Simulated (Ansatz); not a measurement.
Planning a run of Ansatz 0.2.0 on PtSe2 (1T monolayer). The input:

```yaml
crystal:
  lattice:
    - [3.7504539886, 0.0, 0.0]
    - [-1.8752269943, 3.2479884299, 0.0]
    - [0.0, 0.0, 30.0620632936]
  atoms:
    - { symbol: Pt, position: [0.0, 0.0, 0.2993806484] }
    - { symbol: Se, position: [0.3333333333, 0.6666666667, 0.3428075459] }
    - { symbol: Se, position: [0.6666666667, 0.3333333333, 0.2559537508] }
  periodic: [true, true, false]
kpoints:
  mp_grid: { grid: [6, 6, 1] }
  band_path:
    path:
      - [0.0, 0.0, 0.0]
      - [0.5, 0.0, 0.0]
      - [0.3333333333, 0.3333333333, 0.0]
      - [0.0333333333, 0.0333333333, 0.0]
      - [0.0, 0.25, 0.0]
      - [0.2, 0.0, 0.0]
    npoints: 1
hamiltonian:
  xc: hf
scf:
  occupations: { method: fixed }
  n_extra_bands: 5
output:
  eigenvalues: true
```

```sh
ansatz run input.yaml --threads 3 --pin off --max-ram 92160MiB --backend cuda --events-out ev --progress --plain --runs-dir out --devices 1 --max-vram 13GiB
```

How long will it take on 1 × NVIDIA H100 80GB HBM3 (shared by 6 runs) with 3 threads of AMD EPYC 7R13 (Zen 3), shared host, and how much memory?

It took 30 s; on shared hardware allow 15 s to 59 s. Peak host memory was 1.8 GiB. The sizes that set the cost: 7157 plane waves a state, 7 irreducible k points and 24 SCF cycles.

Exact exchange couples every pair of k points and filled bands, so it costs far more than a semilocal run.

[Long decimals in the printed logs are rounded to 6 places.]

[Logs are printed without paths, hosts, clocks, repeated set-up lines and the standing remarks that a program may print on its own settings, such as how far it seeks lower states.]

[Paths, hosts, dates, memory and timing lines, banners, echoed tables and standing remarks are left out of the program output; an Ansatz launch command may be rebuilt from the run's recorded settings. Measured values are a selection of at most five: reports struck by readers or far from the other reports are left out. None is set beside runs whose start may be inverted or whose files or cutoffs have a known fault.]

[Runs of the session that timed out or met a known fault of the program may be left out.]

[Cells called generated may have been cut or substituted from an entry of the Crystallography Open Database or the Materials Project.]

[Hosts, paths, dates, database ids (printed as entryN), source tags and the programs' standing remarks are cut or masked in the printed files.]

[Where the starting crystal was built by hand or by swapping elements, it need not be the compound's stable phase.]
